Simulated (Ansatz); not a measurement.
# How fast states decay through Sr4As2S

Wanted: the relaxed cell of Sr4As2S, its band edges and its decay constants. It is built by putting S for O in the Sr4As2O structure of space group I4/mmm, with the volume rescaled by atomic radii. The parent structure comes from the Materials Project.

Program: Ansatz 0.2.0. Level of theory: PBE DFT, plane waves, PAW files, in the first sound run; inputs show where later runs differ. Results are calculated unless marked as measured.

The structure was built from a prototype and need not be the compound's stable phase.

**1. Starting point**

The structure is tetragonal, space group I4/mmm (No. 139). The conventional cell has a = 4.932 Å, b = 4.932 Å, c = 16.598 Å, α = 90.00°, β = 90.00°, γ = 90.00°. Nearest to Sr lie 1 S at 2.88 Å and 5 As at 3.17 to 3.54 Å. Nearest to Sr lie 2 S at 2.47 Å and 4 As at 3.34 Å. Nearest to As lie 9 Sr at 3.17 to 3.54 Å. S has 6 Sr at 2.47 to 2.88 Å nearest. It derives from Sr4As2O. S for O in the Sr4As2O structure of space group I4/mmm. Farther neighbours and most contacts between anions are not listed.

Structure file:

```cif
data_structure
_symmetry_space_group_name_H-M 'I4/mmm'
_symmetry_Int_Tables_number 139
_cell_length_a 4.9317
_cell_length_b 4.9317
_cell_length_c 16.5977
_cell_angle_alpha 90.000
_cell_angle_beta 90.000
_cell_angle_gamma 90.000
_cell_volume 403.68
loop_
_atom_site_label
_atom_site_type_symbol
_atom_site_symmetry_multiplicity
_atom_site_Wyckoff_symbol
_atom_site_fract_x
_atom_site_fract_y
_atom_site_fract_z
_atom_site_occupancy
Sr1 Sr 4 e 0.50000 0.50000 0.17331 1
Sr2 Sr 4 c 0.00000 0.50000 0.00000 1
As1 As 4 e 0.50000 0.50000 0.36417 1
S1 S 2 b 0.50000 0.50000 0.00000 1
```

**2. Cell and atoms at rest**

The substituted atoms don't fit the parent's cell, so cell and atoms relax together. A small smearing keeps the run stable in case the gap closes on the way.

input.yaml

```yaml
crystal:
  lattice:
    - [-2.4658419819, 2.4658419819, 8.2988523892]
    - [2.4658419819, -2.4658419819, 8.2988523892]
    - [2.4658419819, 2.4658419819, -8.2988523892]
  atoms:
    - { symbol: Sr, position: [0.67330947, 0.67330947, 0.0] }
    - { symbol: Sr, position: [0.32669053, 0.32669053, 0.0] }
    - { symbol: Sr, position: [0.5, 0.0, 0.5] }
    - { symbol: Sr, position: [0.0, 0.5, 0.5] }
    - { symbol: As, position: [0.86417392, 0.86417392, 0.0] }
    - { symbol: As, position: [0.13582608, 0.13582608, 0.0] }
    - { symbol: S, position: [0.5, 0.5, 0.0] }
kpoints:
  mp_grid: { grid: [6, 6, 6] }
scf:
  occupations: { method: gaussian, width: 0.03 }
hamiltonian:
  xc: pbe
output:
  forces: true
  stress: true
relax:
  f_tol: 0.02
  max_steps: 60
  cell: {}
```

Command:

```console
$ ansatz run input.yaml --threads 2 --pin off --max-ram 4096MiB --backend cpu --events-out ev --progress --plain --runs-dir out
```

Numbers of over 12 decimals in the logs are rounded to 6 here.

What it wrote:

```text
basis.fft_grid_basis auto: the FFT boxes are laid along the combinations [[1, 0, 1], [0, 1, 1], [0, 0, 1]] of the cell's own vectors, 4.932, 4.932 and 9.002 Å long. The dense box has 36×36×64 points. Along the cell's own vectors, as sized, it would have 64×64×64, 3.16 times as many. Of the 16 symmetry operations that the crystal satisfies within crystal.symmetry.tolerance (time reversal apart; of a slab, those that k [...]
Engine: ansatz 0.2.0, aarch64-unknown-linux-gnu
Pseudopotentials: kind: paw
Pseudopotential: Sr, paw, valence charge 10, recommended cutoff 420 eV (normal), Sr.paw.azcp
Pseudopotential: As, paw, valence charge 15, recommended cutoff 420 eV (normal), As.paw.azcp
Pseudopotential: S, paw, valence charge 6, recommended cutoff 420 eV (normal), S.paw.azcp
Functional definition: PBE
  parameter kappa = 0.804
  parameter beta = 0.066725
  exchange = pbe_x(kappa = kappa, mu = beta*pi^2/3)
  correlation = pbe_c(beta = beta)
Crystal: 7 atoms, lattice volume = 201.841 Å³
Basis set: ecut = 420 eV, 3903 PW (Γ), FFT grids on a1+a3, a2+a3, a3, exchange–correlation on 72×72×128 points (8 copies of the dense FFT grid, shifted against one another)
Bands: 46, of which v1, the nominal top of the filled ones, is band 38 counted from 1 (37 counted from 0)
Symmetry: 16 space group operations
Space group: I4/mmm (ITA 139), of the structure as read, at distance tolerance 5.9e-5 Å
k-points: 30 of 216
Non-local potential: Sr, projectors of the file, l = 0: 3, l = 1: 2, l = 2: 2
Non-local potential: As, projectors of the file, l = 0: 2, l = 1: 2, l = 2: 3, l = 3: 1
Non-local potential: S, projectors of the file, l = 0: 2, l = 1: 2, l = 2: 2
PAW form: soft (Blöchl's): semilocal exchange-correlation on the pseudo side does not see the compensation charge
PAW one-centre angular grid: Sr, 110 points (default); XC on 64 Gauss nodes
PAW one-centre angular grid: As, 590 points (default); XC on 64 Gauss nodes
PAW one-centre angular grid: S, 110 points (default); XC on 64 Gauss nodes
Initial density: superposition of atomic densities (neutral atoms: chi_scale 0, normalization atom), corrected by the library's trained network
Initial wavefunctions: pseudopotential atomic-orbital guess
Functional: x = pbe(κ = 0.804, μ = 0.219515), c = pbe(β = 0.066725)
SCF iter   1: F=—  HF=-24798.088424 eV  |F-HF|=—  |Δ(HF+E_count)|=         —  Δρ=2.17e-3  dr2=5.13e-2  ethr=1.77e-3  ⟨swp⟩=12.3  Hψ=7392  notcnv=0  defer=3
preconditioner: auto → Resta (q_TF=auto, 2.318 Å⁻¹)  ε∞=2.8  [insulator: Δε(μ)=0.891 eV  Ē_g=13.237 eV  σ=0.030 eV  W_gap=1.00  n_scr=42 (ndim 8)  ℏωp=18.0 eV  f_vac=0.006  D(μ)=0.00/eV (n_scr^D=0)  ε∞_Penn≈2.8]
SCF iter   2: F=—  HF=-24798.078619 eV  |F-HF|=—  |Δ(HF+E_count)|=   9.81e-3  Δρ=9.75e-4  dr2=3.53e-3  ethr=6.75e-5  ⟨swp⟩=3.0  Hψ=2511  notcnv=0  defer=60
SCF iter   3: F=—  HF=-24798.077980 eV  |F-HF|=—  |Δ(HF+E_count)|=   6.39e-4  Δρ=4.65e-4  dr2=6.60e-4  ethr=4.64e-6  ⟨swp⟩=2.0  Hψ=1834  notcnv=0  defer=60
SCF iter   4: F=—  HF=-24798.077968 eV  |F-HF|=—  |Δ(HF+E_count)|=   1.24e-5  Δρ=1.45e-4  dr2=5.34e-5  ethr=8.68e-7  ⟨swp⟩=2.7  Hψ=2258  notcnv=0  defer=60
SCF iter   5: F=—  HF=-24798.078110 eV  |F-HF|=—  |Δ(HF+E_count)|=   1.42e-4  Δρ=3.55e-5  dr2=3.63e-6  ethr=7.03e-8  ⟨swp⟩=2.0  Hψ=2340  notcnv=0  defer=60
SCF iter   6: F=—  HF=-24798.078109 eV  |F-HF|=—  |Δ(HF+E_count)|=   1.01e-6  Δρ=1.59e-5  dr2=4.83e-7  ethr=4.77e-9  ⟨swp⟩=2.0  Hψ=2340  notcnv=0  defer=60
SCF iter   7: F=-24798.078109 eV  HF=-24798.078109 eV  |F-HF|=3.12e-8  |Δ(HF+E_count)|=   3.54e-7  Δρ=4.03e-6  dr2=3.14e-8  ethr=1.32e-10  ⟨swp⟩=5.0  Hψ=5188  notcnv=0
SCF 1 converged in 7 iterations: F = -24798.078109 eV  dr2 = 3.14e-8
  greatest PAW one-centre occupation: 0.999 electrons in one spin orbital (limit 2), on the As atom at site 5 (counted from 0), in its partial waves of l = 2
relax step   1: F+E_penalty+E_count = -24798.07810896 eV  Δ(F+E_penalty+E_count) = +0.000e0 eV  max|allowed force component| = 9.620e-1 eV/Å  Δτ_max = 0.0000 Å  P = +9.847 GPa  Ω = 201.841 Å³  (7 SCF iters, dr2 threshold 1.00e-7 eV, accepted)
Crystal: 7 atoms, lattice volume = 223.517 Å³
Basis set: ecut = 420 eV, 4387 PW (Γ), FFT grids on a1+a3, a2+a3, a3, exchange–correlation on 72×72×128 points (8 copies of the dense FFT grid, shifted against one another)
Initial density: handed on by an earlier stage of this run
Initial wavefunctions: those handed on with the density
iter 1 solved again at ethr=5.57e-4 eV; its pass at ethr=3.10e-3 eV (dr2=4.23e-1 eV) is discarded
SCF iter   1: F=—  HF=-24799.405517 eV  |F-HF|=—  |Δ(HF+E_count)|=         —  Δρ=6.76e-3  dr2=4.25e-1  ethr=5.57e-4  ⟨swp⟩=1.2  Hψ=8563  notcnv=0
preconditioner: auto → Resta (q_TF=auto, 2.279 Å⁻¹)  ε∞=4.5  [insulator: Δε(μ)=0.958 eV  Ē_g=6.494 eV  σ=0.030 eV  W_gap=1.00  n_scr=42 (ndim 8)  ℏωp=12.1 eV  f_vac=0.015  D(μ)=0.00/eV (n_scr^D=0)  ε∞_Penn≈4.5]
SCF iter   2: F=—  HF=-24799.313081 eV  |F-HF|=—  |Δ(HF+E_count)|=   9.24e-2  Δρ=2.43e-3  dr2=4.84e-2  ethr=5.57e-4  ⟨swp⟩=3.3  Hψ=2226  notcnv=0  defer=2
SCF iter   3: F=—  HF=-24799.302541 eV  |F-HF|=—  |Δ(HF+E_count)|=   1.05e-2  Δρ=9.71e-4  dr2=3.38e-3  ethr=6.37e-5  ⟨swp⟩=3.0  Hψ=2957  notcnv=0  defer=70
SCF iter   4: F=—  HF=-24799.302301 eV  |F-HF|=—  |Δ(HF+E_count)|=   2.40e-4  Δρ=4.90e-4  dr2=1.06e-3  ethr=4.45e-6  ⟨swp⟩=2.0  Hψ=2336  notcnv=0  defer=70
SCF iter   5: F=—  HF=-24799.302341 eV  |F-HF|=—  |Δ(HF+E_count)|=   4.04e-5  Δρ=1.31e-4  dr2=4.21e-5  ethr=1.40e-6  ⟨swp⟩=3.0  Hψ=2388  notcnv=0  defer=70
SCF iter   6: F=—  HF=-24799.302553 eV  |F-HF|=—  |Δ(HF+E_count)|=   2.12e-4  Δρ=4.16e-5  dr2=7.25e-6  ethr=5.54e-8  ⟨swp⟩=2.2  Hψ=2013  notcnv=0  defer=71
SCF iter   7: F=-24799.302559 eV  HF=-24799.302558 eV  |F-HF|=3.49e-7  |Δ(HF+E_count)|=   5.19e-6  Δρ=1.01e-5  dr2=3.91e-7  ethr=9.21e-10  ⟨swp⟩=4.0  Hψ=6555  notcnv=0
SCF 2 converged in 7 iterations: F = -24799.302559 eV  dr2 = 3.91e-7
relax step   2: F+E_penalty+E_count = -24799.30255865 eV  Δ(F+E_penalty+E_count) = -1.224e0 eV  max|allowed force component| = 4.241e-1 eV/Å  Δτ_max = 0.0863 Å  P = +3.251 GPa  Ω = 223.517 Å³  energy of the carried Pulay correction = -1.064e-3 eV  (7 SCF iters, dr2 threshold 7.00e-7 eV, accepted)
Crystal: 7 atoms, lattice volume = 235.636 Å³
Basis set: ecut = 420 eV, 4595 PW (Γ), FFT grids on a1+a3, a2+a3, a3, exchange–correlation on 72×72×128 points (8 copies of the dense FFT grid, shifted against one another)
iter 1 solved again at ethr=1.87e-4 eV; its pass at ethr=3.10e-3 eV (dr2=1.42e-1 eV) is discarded
SCF iter   1: F=—  HF=-24799.642275 eV  |F-HF|=—  |Δ(HF+E_count)|=         —  Δρ=4.50e-3  dr2=1.53e-1  ethr=1.87e-4  ⟨swp⟩=3.7  Hψ=8906  notcnv=0
preconditioner: auto → Resta (q_TF=auto, 2.259 Å⁻¹)  ε∞=4.9  [insulator: Δε(μ)=0.620 eV  Ē_g=5.747 eV  σ=0.030 eV  W_gap=1.00  n_scr=48 (ndim 8)  ℏωp=11.4 eV  f_vac=0.010  D(μ)=0.00/eV (n_scr^D=0)  ε∞_Penn≈4.9]
SCF iter   2: F=—  HF=-24799.608957 eV  |F-HF|=—  |Δ(HF+E_count)|=   3.33e-2  Δρ=1.72e-3  dr2=1.73e-2  ethr=1.87e-4  ⟨swp⟩=3.6  Hψ=2166  notcnv=0
SCF iter   3: F=—  HF=-24799.603694 eV  |F-HF|=—  |Δ(HF+E_count)|=   5.26e-3  Δρ=5.89e-4  dr2=1.67e-3  ethr=2.28e-5  ⟨swp⟩=2.9  Hψ=2838  notcnv=0  defer=58
SCF iter   4: F=—  HF=-24799.603565 eV  |F-HF|=—  |Δ(HF+E_count)|=   1.28e-4  Δρ=2.42e-4  dr2=3.03e-4  ethr=2.20e-6  ⟨swp⟩=2.0  Hψ=2362  notcnv=0  defer=59
SCF iter   5: F=—  HF=-24799.603736 eV  |F-HF|=—  |Δ(HF+E_count)|=   1.71e-4  Δρ=1.03e-4  dr2=3.37e-5  ethr=3.98e-7  ⟨swp⟩=2.0  Hψ=2328  notcnv=0  defer=59
SCF iter   6: F=—  HF=-24799.603735 eV  |F-HF|=—  |Δ(HF+E_count)|=   1.36e-6  Δρ=4.21e-5  dr2=5.31e-6  ethr=4.44e-8  ⟨swp⟩=2.0  Hψ=2368  notcnv=0  defer=59
SCF iter   7: F=-24799.603737 eV  HF=-24799.603737 eV  |F-HF|=4.14e-9  |Δ(HF+E_count)|=   2.19e-6  Δρ=1.14e-5  dr2=3.65e-7  ethr=9.21e-10  ⟨swp⟩=4.1  Hψ=7238  notcnv=0
SCF 3 converged in 7 iterations: F = -24799.603737 eV  dr2 = 3.65e-7
relax step   3: F+E_penalty+E_count = -24799.60373698 eV  Δ(F+E_penalty+E_count) = -3.012e-1 eV  max|allowed force component| = 9.890e-2 eV/Å  Δτ_max = 0.0750 Å  P = +0.813 GPa  Ω = 235.636 Å³  energy of the carried Pulay correction = -1.613e-3 eV  (7 SCF iters, dr2 threshold 7.00e-7 eV, accepted)
[...]
relax step   4: F+E_penalty+E_count = -24799.64211470 eV  Δ(F+E_penalty+E_count) = -3.838e-2 eV  max|allowed force component| = 3.964e-2 eV/Å  Δτ_max = 0.0330 Å  P = +0.133 GPa  Ω = 240.074 Å³  energy of the carried Pulay correction = -1.806e-3 eV  (7 SCF iters, dr2 threshold 7.00e-7 eV, accepted)
[...]
relax step   5: F+E_penalty+E_count = -24799.64295448 eV  Δ(F+E_penalty+E_count) = -8.398e-4 eV  max|allowed force component| = 6.638e-2 eV/Å  Δτ_max = 0.0191 Å  P = +0.111 GPa  Ω = 240.168 Å³  energy of the carried Pulay correction = -1.810e-3 eV  (6 SCF iters, dr2 threshold 2.20e-7 eV, accepted)
[...]
relax step   6: F+E_penalty+E_count = -24799.64453871 eV  Δ(F+E_penalty+E_count) = -1.584e-3 eV  max|allowed force component| = 8.524e-3 eV/Å  Δτ_max = 0.0122 Å  P = +0.005 GPa  Ω = 240.930 Å³  energy of the carried Pulay correction = -1.843e-3 eV  (6 SCF iters, dr2 threshold 2.75e-7 eV, accepted)
Basis set: ecut = 420 eV, 4675 PW (Γ), FFT grids on a1+a3, a2+a3, a3, exchange–correlation on 80×80×128 points (8 copies of the dense FFT grid, shifted against one another)
Initial wavefunctions: pseudopotential atomic-orbital guess (no wavefunctions were taken with the density)
iter 1 solved again at ethr=6.48e-7 eV; its pass at ethr=3.10e-3 eV (dr2=4.93e-4 eV) is discarded
SCF iter   1: F=—  HF=-24799.649562 eV  |F-HF|=—  |Δ(HF+E_count)|=         —  Δρ=1.51e-4  dr2=6.23e-6  ethr=6.48e-7  ⟨swp⟩=3.3  Hψ=11248  notcnv=0
preconditioner: auto → Resta (q_TF=auto, 2.251 Å⁻¹)  ε∞=5.0  [insulator: Δε(μ)=0.373 eV  Ē_g=5.639 eV  σ=0.030 eV  W_gap=1.00  n_scr=48 (ndim 8)  ℏωp=11.2 eV  f_vac=0.005  D(μ)=0.00/eV (n_scr^D=0)  ε∞_Penn≈5.0]
SCF iter   2: F=—  HF=-24799.649725 eV  |F-HF|=—  |Δ(HF+E_count)|=   1.63e-4  Δρ=8.01e-5  dr2=1.75e-6  ethr=8.20e-9  ⟨swp⟩=2.2  Hψ=2460  notcnv=0
SCF iter   3: F=—  HF=-24799.649765 eV  |F-HF|=—  |Δ(HF+E_count)|=   4.05e-5  Δρ=1.22e-5  dr2=7.65e-8  ethr=2.30e-9  ⟨swp⟩=3.0  Hψ=2512  notcnv=0
SCF iter   4: F=—  HF=-24799.649766 eV  |F-HF|=—  |Δ(HF+E_count)|=   6.44e-7  Δρ=1.40e-6  dr2=2.39e-9  ethr=1.01e-10  ⟨swp⟩=2.0  Hψ=2400  notcnv=0
SCF iter   5: F=—  HF=-24799.649766 eV  |F-HF|=—  |Δ(HF+E_count)|=   1.08e-8  Δρ=5.28e-7  dr2=5.25e-10  ethr=3.14e-12  ⟨swp⟩=2.0  Hψ=2404  notcnv=0
SCF iter   6: F=-24799.649766 eV  HF=-24799.649766 eV  |F-HF|=1.82e-11  |Δ(HF+E_count)|=   1.18e-9  Δρ=1.01e-7  dr2=5.63e-11  ethr=1.00e-12  ⟨swp⟩=3.6  Hψ=5582  notcnv=0
SCF 7 converged in 6 iterations: F = -24799.649766 eV  dr2 = 5.63e-11
relax step   7: F+E_penalty+E_count = -24799.64976590 eV  Δ(F+E_penalty+E_count) = -5.227e-3 eV  max|allowed force component| = 8.520e-3 eV/Å  Δτ_max = 0.0000 Å  P = +0.040 GPa  Ω = 240.930 Å³  stress off target by 4.79e-2 GPa  SCF on the basis re-selected at this cell (its energy is not comparable with the rows above)  (6 SCF iters)
basis re-selected at this cell: Δ(F+E_penalty+E_count) = -5.227e-3 eV, ΔP = +0.035 GPa vs the last step (what re-selecting the basis moved, of the pressure what is left beyond the Pulay correction that the steps carried, after the strain that the cell walked since its last selection, with what the two solves' SCF thresholds leave and, on support functions, any second-order correction that the steps lacked; it is no measure of the basis error at this ecutwfc). The dense FFT grid was sized anew with the basis: this SCF ran on 40×40×64 points, the steps before it on 36×36×64, so part of this shift can come from that change (see relax.cell in the input reference). [rest of the remark cut]
SCF converged after 6 iterations
Free energy (F): -24799.649766 eV
Harris-Foulkes:  -24799.649766 eV  (|F-HF|=1.82e-11)
Internal energy: -24799.649766 eV  (E = F + TS)
E sigma→0 (E₀):  -24799.649766 eV
Fermi energy:    6.632815 eV
--- Per-component energies (eV) ---
  E_band       = -988.113359
  E_kinetic    = 1292.963912
  E_local      = -7409.366719  (includes V_loc(G=0)·N_el)
  E_nonlocal   = -504.518112
  E_hartree    = 3116.071190
  E_xc         = -949.073147
  E_vxc        = -894.407107  (∫ρ·V_xc dr)
  E_paw        = -15050.112195  (= ΣΔE_a)
  E_vpaw       = 295.072028  (= ΣTr[D̂ρ^β])
  E_aug_tail   = 0.000013  (compensation charges beyond the density's cutoff)
  E_ewald      = -5295.614708
  E_smearing   = -0.000000  (= −TS)
  E_closure    = 0.000000  (closes the sum)
  Σ components = -24799.649766   (vs F -24799.649766, Δ=0.00e0)
--- Forces (eV/Å), atoms counted from 1 ---
  atom   1  Sr     0.00000000     0.00000000     0.00546637
  atom   2  Sr     0.00000000     0.00000000    -0.00546637
  atom   3  Sr     0.00000000     0.00000000    -0.00000000
  atom   4  Sr    -0.00000000     0.00000000     0.00000000
  atom   5  As     0.00000000     0.00000000     0.00851995
  atom   6  As     0.00000000    -0.00000000    -0.00851995
  atom   7  S      0.00000000     0.00000000    -0.00000000
  max |Σ_I F_I| component: 1.63e-19 eV/Å
--- Stress (GPa, compression-positive) ---
        0.047858       0.000000       0.000000
        0.000000       0.047858      -0.000000
        0.000000       0.000000       0.023973
  P = ⅓ Tr σ = 0.0399 GPa (0.399 kbar)
--- Relaxed structure (6 steps of the walk, 6 accepted, 1 SCFs on fresh bases) ---
  F+E_penalty+E_count = -24799.64976590 eV   max|allowed force component| = 8.520e-3 eV/Å   (the final SCF, on the basis selected at the relaxed cell)
  cell:  # Å, volume = 240.9302 Å³
    - [-2.708816, 2.708816, 8.208663]
    - [2.708816, -2.708816, 8.208663]
    - [2.708816, 2.708816, -8.208663]
  atoms:
    - { symbol: Sr, position: [0.684748, 0.684748, 0] }
    - { symbol: Sr, position: [0.315252, 0.315252, 0] }
    - { symbol: Sr, position: [0.5, -2.3889340627170083e-19, 0.5] }
    - { symbol: Sr, position: [-2.388934062717052e-19, 0.5, 0.5] }
    - { symbol: As, position: [0.869836, 0.869836, 0] }
    - { symbol: As, position: [0.130164, 0.130164, 0] }
    - { symbol: S, position: [0.5, 0.5, 0] }
```

It took 40 s on 2 threads of Arm Neoverse V2, shared host; peak memory 0.65 GiB.

Relaxation path:

| step | energy less that of the first step (eV) | largest force component (eV/Å) | pressure (GPa) | volume (Å³) |
| --- | --- | --- | --- | --- |
| 1 | 0.0000 | 0.9620 | 9.85 | 201.84 |
| 2 | -1.2245 | 0.4241 | 3.25 | 223.52 |
| 3 | -1.5256 | 0.0989 | 0.81 | 235.64 |
| 4 | -1.5640 | 0.0396 | 0.13 | 240.07 |
| 5 | -1.5648 | 0.0664 | 0.11 | 240.17 |
| 6 | -1.5664 | 0.0085 | 0.01 | 240.93 |
| 7* | -1.5717 | 0.0085 | 0.04 | 240.93 |

Relaxation steps marked * repeat the geometry before them on a plane-wave basis chosen anew for their cell, so energy and pressure can jump there.

The run keeps the 16 symmetry operations that it works with, so distortions that break them were not tested.

| conventional cell, symmetrised | before | after | change |
| --- | --- | --- | --- |
| a (Å) | 4.932 | 5.418 | +9.9 % |
| b (Å) | 4.932 | 5.418 | +9.9 % |
| c (Å) | 16.598 | 16.417 | -1.1 % |
| volume (Å³/atom) | 28.83 | 34.42 | +19.4 % |

The atoms that moved most (Å, as changes of fractional coordinates times the final cell):

| atom | dx | dy | dz | length |
| --- | --- | --- | --- | --- |
| Sr1 | 0.000 | 0.000 | 0.188 | 0.188 |
| Sr2 | 0.000 | 0.000 | -0.188 | 0.188 |
| As5 | 0.000 | 0.000 | 0.093 | 0.093 |
| As6 | 0.000 | 0.000 | -0.093 | 0.093 |

This step gave:

- free energy: -24799.6498 eV
- Fermi energy: 6.633 eV
- pressure: 0.03990 GPa

The largest force component on a free atom ends at 0.0085 eV/Å.

(Part 1 of 3 ends here.)

[Logs are printed without paths, hosts, clocks, repeated set-up lines and the standing remarks that a program may print on its own settings, such as how far it seeks lower states.]

[Hosts, paths, dates, database ids (printed as entryN), source tags and the programs' standing remarks are cut or masked in the printed files.]
